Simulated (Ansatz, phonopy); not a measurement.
# BP (F-43m): a volume series of phonon spectra, part 4 of 4

Wanted: mode Grüneisen parameters of BP and a free-energy fit over volumes.

What experiment has found for this phase:
- volume expansion coefficient 9.6 1e-6/K near room temperature (given in “Thermal expansion coefficients of high thermal conducting BAs and BP materials (three times its linear coefficient)”, 2019, arxiv:1906.04101)

Ansatz 0.2.0; DFT LDA, scalar-relativistic, plane waves, PAW.

So far. Step 13 (Lattice dynamics at this volume, V/V0 0.97): No mode is imaginary beyond numerical noise at the solved wavevectors. The highest zone-centre mode (no LO–TO term) moved by +3.1 % for a volume change of -3.0 %. Step 14 (A cell at another volume, V/V0 1.05): The run ends at a pressure of -7.81 GPa.

### 15. Phonons, V/V0 1.05

The same q-mesh and k-mesh are kept at every volume, so that much of their error can cancel in the differences.

File input.yaml:

```yaml
crystal:
  lattice:
    - [0.0, 2.2820321638, 2.2820321638]
    - [2.2820321638, 0.0, 2.2820321638]
    - [2.2820321638, 2.2820321638, 0.0]
  atoms:
    - { symbol: B, position: [0.0, 0.0, 0.0] }
    - { symbol: P, position: [0.25, 0.25, 0.25] }
kpoints:
  mp_grid: { grid: [12, 12, 12] }
hamiltonian:
  xc: lda
scf:
  occupations: { method: fixed }
output:
  eigenvalues: true
phonons:
  method: dfpt
  dielectric: true
  rigid_motions: translations
  qmesh: [4, 4, 4]
  temperatures: { t_max: 1000, t_step: 50 }
  qpath:
    path:
      - [[0.0, 0.0, 0.0], [-0.5, -0.5, 0.0], [-0.375, -0.375, 0.25]]
      - [[-0.375, 0.0, 0.375], [0.0, 0.0, 0.0], [0.0, 0.0, 0.5], [-0.5, -0.25, 0.25], [-0.5, -0.5, 0.0]]
    npoints: 10
```

On the command line:

```sh
$ ansatz run input.yaml --threads 4 --pin off --max-ram 16384MiB --backend cpu --events-out ev --progress --plain --runs-dir out
```

Numbers of over 12 decimals in the logs are rounded to 6 here.

Output:

```text
[...]
Crystal: 2 atoms, lattice volume = 23.768 Å³
Basis set: ecut = 420 eV, 459 PW (Γ), exchange–correlation on 48×48×48 points (8 copies of the dense FFT grid, shifted against one another)
Bands: 8, of which v1, the nominal top of the filled ones, is band 4 counted from 1 (3 counted from 0)
Symmetry: 24 space group operations
[...]
optical modes at Γ + LO–TO along q̂ = [0.0000, 1.0000, 0.0000]:
      ω (cm⁻¹)  modes    IR ((D/Å)²/amu)
        781.05      2             1.3412
        785.22      1             0.6706
  optical modes at Γ + LO–TO along q̂ = [0.0000, 0.0000, 1.0000]:
      ω (cm⁻¹)  modes    IR ((D/Å)²/amu)
        781.05      2             1.3412
        785.22      1             0.6706
--- Phonons (arbitrary-q DFPT): 8 irreducible q on the 4×4×4 mesh ---
[...]
interpolated dispersion: 63 rows × 6 modes
[...]
[key lines of the parts left out:]
SCF converged after 7 iterations
Free energy (F): -876.609267 eV
Fermi energy:    8.823608 eV
```

It took 49 s on 4 threads of Arm Neoverse V2, shared host; peak memory 1.1 GiB; 3.1 min of CPU time.

LO-TO term included. The phonon branches at the labelled points (cm⁻¹):

```
    point  branch 1  branch 2  branch 3  branch 4  branch 5  branch 6
        Γ         0         0         0       781       781       785
  halfway       236       236       351       720       720       781
        X       314       314       512       678       678       764
  halfway       314       342       498       668       679       761
        U       309       395       459       648       684       759
jump to K       309       395       459       648       684       759
  halfway       214       275       346       731       736       760
        Γ         0         0         0       781       781       785
  halfway       177       177       333       752       752       768
        L       225       225       491       735       737       737
  halfway       286       338       460       669       707       754
        W       363       410       423       644       677       750
  halfway       338       346       484       662       678       757
        X       314       314       512       678       678       764
```

The phonon branches as a text plot (rows in cm⁻¹):

```
    770 |*************************************       ***     ****
    737 |    **                ***          *********   *****
    704 |      ***         *****                   ******
    671 |         ********* ***                      *** ********
    639 |                ***                            *****
    606 |
    573 |
    540 |
    508 |           ****                                      ***
    475 |         **    ***                    ********     **
    442 |        *         *                  *        **  *
    409 |       *         *****                          ***
    377 |               **     *             *         ** ***
    344 |      *       *     ** *           *         * **  ***
    311 |         **********   * *                   * *       **
    278 |    ** **          *** *          *        ***
    246 |      *               *  **              ***
    213 |   ***                 **        *  ******
    180 |                        ****       *
    147 |  **                     **     * *
    115 |  *                        *     *
     82 | *                         **  **
     49 | *                          *  *
     16 |*                            **
         Γ           X  U|K            Γ         L        W     X
```

No mode is imaginary beyond numerical noise at the solved wavevectors. The highest zone-centre mode (no LO–TO term) moved by -4.8 % for a volume change of +5.0 %.

### 16. Mode Grüneisen parameters

This step: DFT LDA, scalar-relativistic, plane waves, PAW (phonopy 4.10.0).

This step gave:

```
share of modes with a negative Grüneisen parameter : 0.055
```

Mean Grüneisen, by row:

```
T (K)  heat-capacity-weighted mean  root mean square
   50                        0.318             0.432
  100                        0.326             0.468
  200                        0.546             0.712
  300                        0.687             0.841
  500                        0.788             0.924
  800                        0.826             0.954
```

The mean mode Grueneisen parameter by wavenumber:

```
wavenumber (cm⁻¹)  mean mode Grueneisen parameter
               14                               -
               42                           0.334
               97                           0.568
              124                           0.341
              180                           0.326
              207                           0.252
              235                           0.133
              290                           0.201
              318                           0.187
              346                           0.413
              401                           0.631
              428                           0.835
              484                           0.913
              512                           0.943
              539                           0.922
              594                               -
              622                               -
              650                               -
              705                            1.28
              733                            1.33
              788                            1.17
              816                            1.19
```

Volume series, by row:

```
 V/V0  V (Å³/atom)  pressure (GPa)  E - E0 (meV/atom)  gap (eV)  zero-point energy (meV/atom)  lowest on the path (cm⁻¹)  highest at Gamma without the LO-TO term (cm⁻¹)
 0.97        10.98           5.665              5.873     1.105                           106                          0                                           846.2
0.985        11.15           2.734              1.436     1.125                         104.4                          0                                           833.3
    1        11.32           0.001                  0     1.145                         102.8                          0                                           820.7
1.015        11.49           -2.54              1.368     1.163                         101.2                          0                                           808.4
 1.03        11.66          -4.909              5.329     1.182                          99.7                          0                                           796.5
 1.05        11.88          -7.813              14.35     1.205                         97.71                          0                                             781
```

Optical frequency at Gamma without the LO-TO term, mode 4 against V/V0:

```
  V/V0  optical frequency at Gamma without the LO-TO term, mode 4 (cm⁻¹)
0.9700                                                               846
0.9850                                                               833
1.0000                                                               821
1.0150                                                               808
1.0300                                                               796
1.0500                                                               781
```

Grüneisen at points, by row:

```
point  branch  frequency (cm⁻¹)  mode Grüneisen parameter
    Γ       4             820.7                      1.01
    Γ       6               828                      1.09
    X       1             311.9                     -0.17
    X       3             536.5                      0.93
    X       4             729.1                      1.45
    X       6               804                      1.04
    U       1             308.9                     -0.07
    U       2             404.3                      0.44
    U       3             479.4                       0.9
    U       4             692.2                      1.34
    U       5               733                       1.4
    U       6             807.7                      1.26
    K       1             308.9                     -0.07
    K       2             404.3                      0.44
    K       3             479.4                       0.9
    K       4             692.2                      1.34
    K       5               733                       1.4
    K       6             807.7                      1.26
    L       1             223.1                     -0.24
    L       3             517.6                      1.02
    L       4               775                       1.1
    L       5             782.2                       1.2
    W       1             369.6                      0.31
    W       2             416.3                      0.28
    W       3             444.4                         1
    W       4             684.1                      1.24
    W       5             729.1                      1.47
    W       6               801                      1.34
```

### 17. Quasi-harmonic fit by phonopy

Numbers from this step:

* volume expansion coefficient at 300 K: 8.69 1e-6/K
* isothermal bulk modulus at 300 K: 171.1 GPa
* C_P at 300 K: 14.61 J/mol-atom/K
* Grüneisen parameter at 300 K: 0.701

Table of energy (each curve on its own zero) by volume; values in meV/atom:

```
volume (Å³/atom)  static  F at 0 K  F at 300 K  F at 900 K
          10.979    5.87      9.91        10.3        14.2
          11.148    1.44      3.84        4.11        6.51
          11.318       0      0.82        0.92        1.81
          11.488    1.37      0.63        0.56       -0.09
          11.658    5.33      3.06        2.82        0.61
          11.884    14.3      10.1        9.61         5.3
```

Phonopy-qha, vinet fit of F(V) at each temperature; no electronic free energy. Qha vinet, by row:

```
T (K)  fitted volume (Å³/atom)  alpha_V (1e-6/K)  B_T (GPa)  C_P (J/mol-atom/K)  Grueneisen
  100                    11.41              0.89      172.2               2.921      0.3575
  150                    11.42              2.42      172.1               6.234      0.4581
  200                    11.42               4.5      171.9               9.423      0.5639
  250                    11.42               6.7      171.6               12.25       0.645
  300                    11.43              8.69      171.1               14.61      0.7015
  350                    11.43             10.38      170.7                16.5      0.7404
  400                    11.44             11.75      170.2                  18      0.7677
  450                    11.44             12.86      169.6               19.19      0.7874
  500                    11.45             13.77      169.1               20.13      0.8021
  550                    11.46             14.51      168.5               20.88      0.8134
  600                    11.47             15.13      167.9                21.5      0.8223
  650                    11.48             15.64      167.3                  22      0.8294
  700                    11.49             16.08      166.7               22.42      0.8353
  750                     11.5             16.46      166.1               22.77      0.8402
  800                    11.51             16.79      165.5               23.07      0.8444
  850                    11.52             17.08      164.9               23.32      0.8481
```

The volume expansion coefficient, phonopy-qha, Vinet by temperature:

```
temperature (K)  volume expansion coefficient, phonopy-qha, Vinet (1e-6/K)
             75                                                       0.41
            125                                                       1.57
            150                                                       2.42
            200                                                        4.5
            225                                                       5.61
            275                                                       7.73
            300                                                       8.69
            350                                                       10.4
            375                                                       11.1
            425                                                       12.3
            450                                                       12.9
            500                                                       13.8
            525                                                       14.2
            575                                                       14.8
            600                                                       15.1
            650                                                       15.6
            675                                                       15.9
            725                                                       16.3
            750                                                       16.5
            800                                                       16.8
            825                                                       16.9
            875                                                       17.2
```

The fit gives a volume expansion of 8.69 × 10⁻⁶/K at 300 K.

### 18. What came out

- volume expansion coefficient at 300 K: 8.69 1e-6/K
- isothermal bulk modulus at 300 K: 171.1 GPa
- C_P at 300 K: 14.61 J/mol-atom/K
- Grüneisen parameter at 300 K: 0.701
- mean mode Grüneisen parameter at 300 K: 0.687

In words: Near room temperature BP expands by 8.69 × 10⁻⁶/K in volume by LDA, with C_P = 14.6 J/(mol K) per mole of atoms and B_T = 171 GPa. C_P at room temperature is 59 % of the classical 3R an atom, so the stiffest modes are still partly frozen out. A measured volume expansion coefficient near room temperature is 9.6 1e-6/K (arxiv:1906.04101); the calculated 8.69 1e-6/K differs by -9 %. The heat-capacity-weighted Grüneisen parameter goes from 0.318 at 50 K to 0.826 at 800 K; 6 % of the modes stiffen on expansion. Weighting γ by the density of states and each mode's heat capacity at 300 K, modes below 280 cm⁻¹ give about 8 % of the sum of γC that drives the expansion, those up to 550 cm⁻¹ 36 % and the rest 56 %. Among the labelled points γ is largest for branch 5 at W (729 cm⁻¹, 1.5) and most negative for branch 1 at L (223 cm⁻¹, -0.24). The interpolation has no quadrupole term, so branches near the zone centre are less sure, since this crystal has sites that are not centres of inversion. The PAW files were made for PBE and are used here under another functional, for which the program regenerates the frozen cores.

[Logs are printed without paths, hosts, clocks, repeated set-up lines and the standing remarks that a program may print on its own settings, such as how far it seeks lower states.]

[Hosts, paths, dates, database ids (printed as entryN), source tags and the programs' standing remarks are cut or masked in the printed files.]

[A step with changed settings may run another functional than the one named; its input shows which.]

[Of the runs on displaced cells, only some may be shown.]
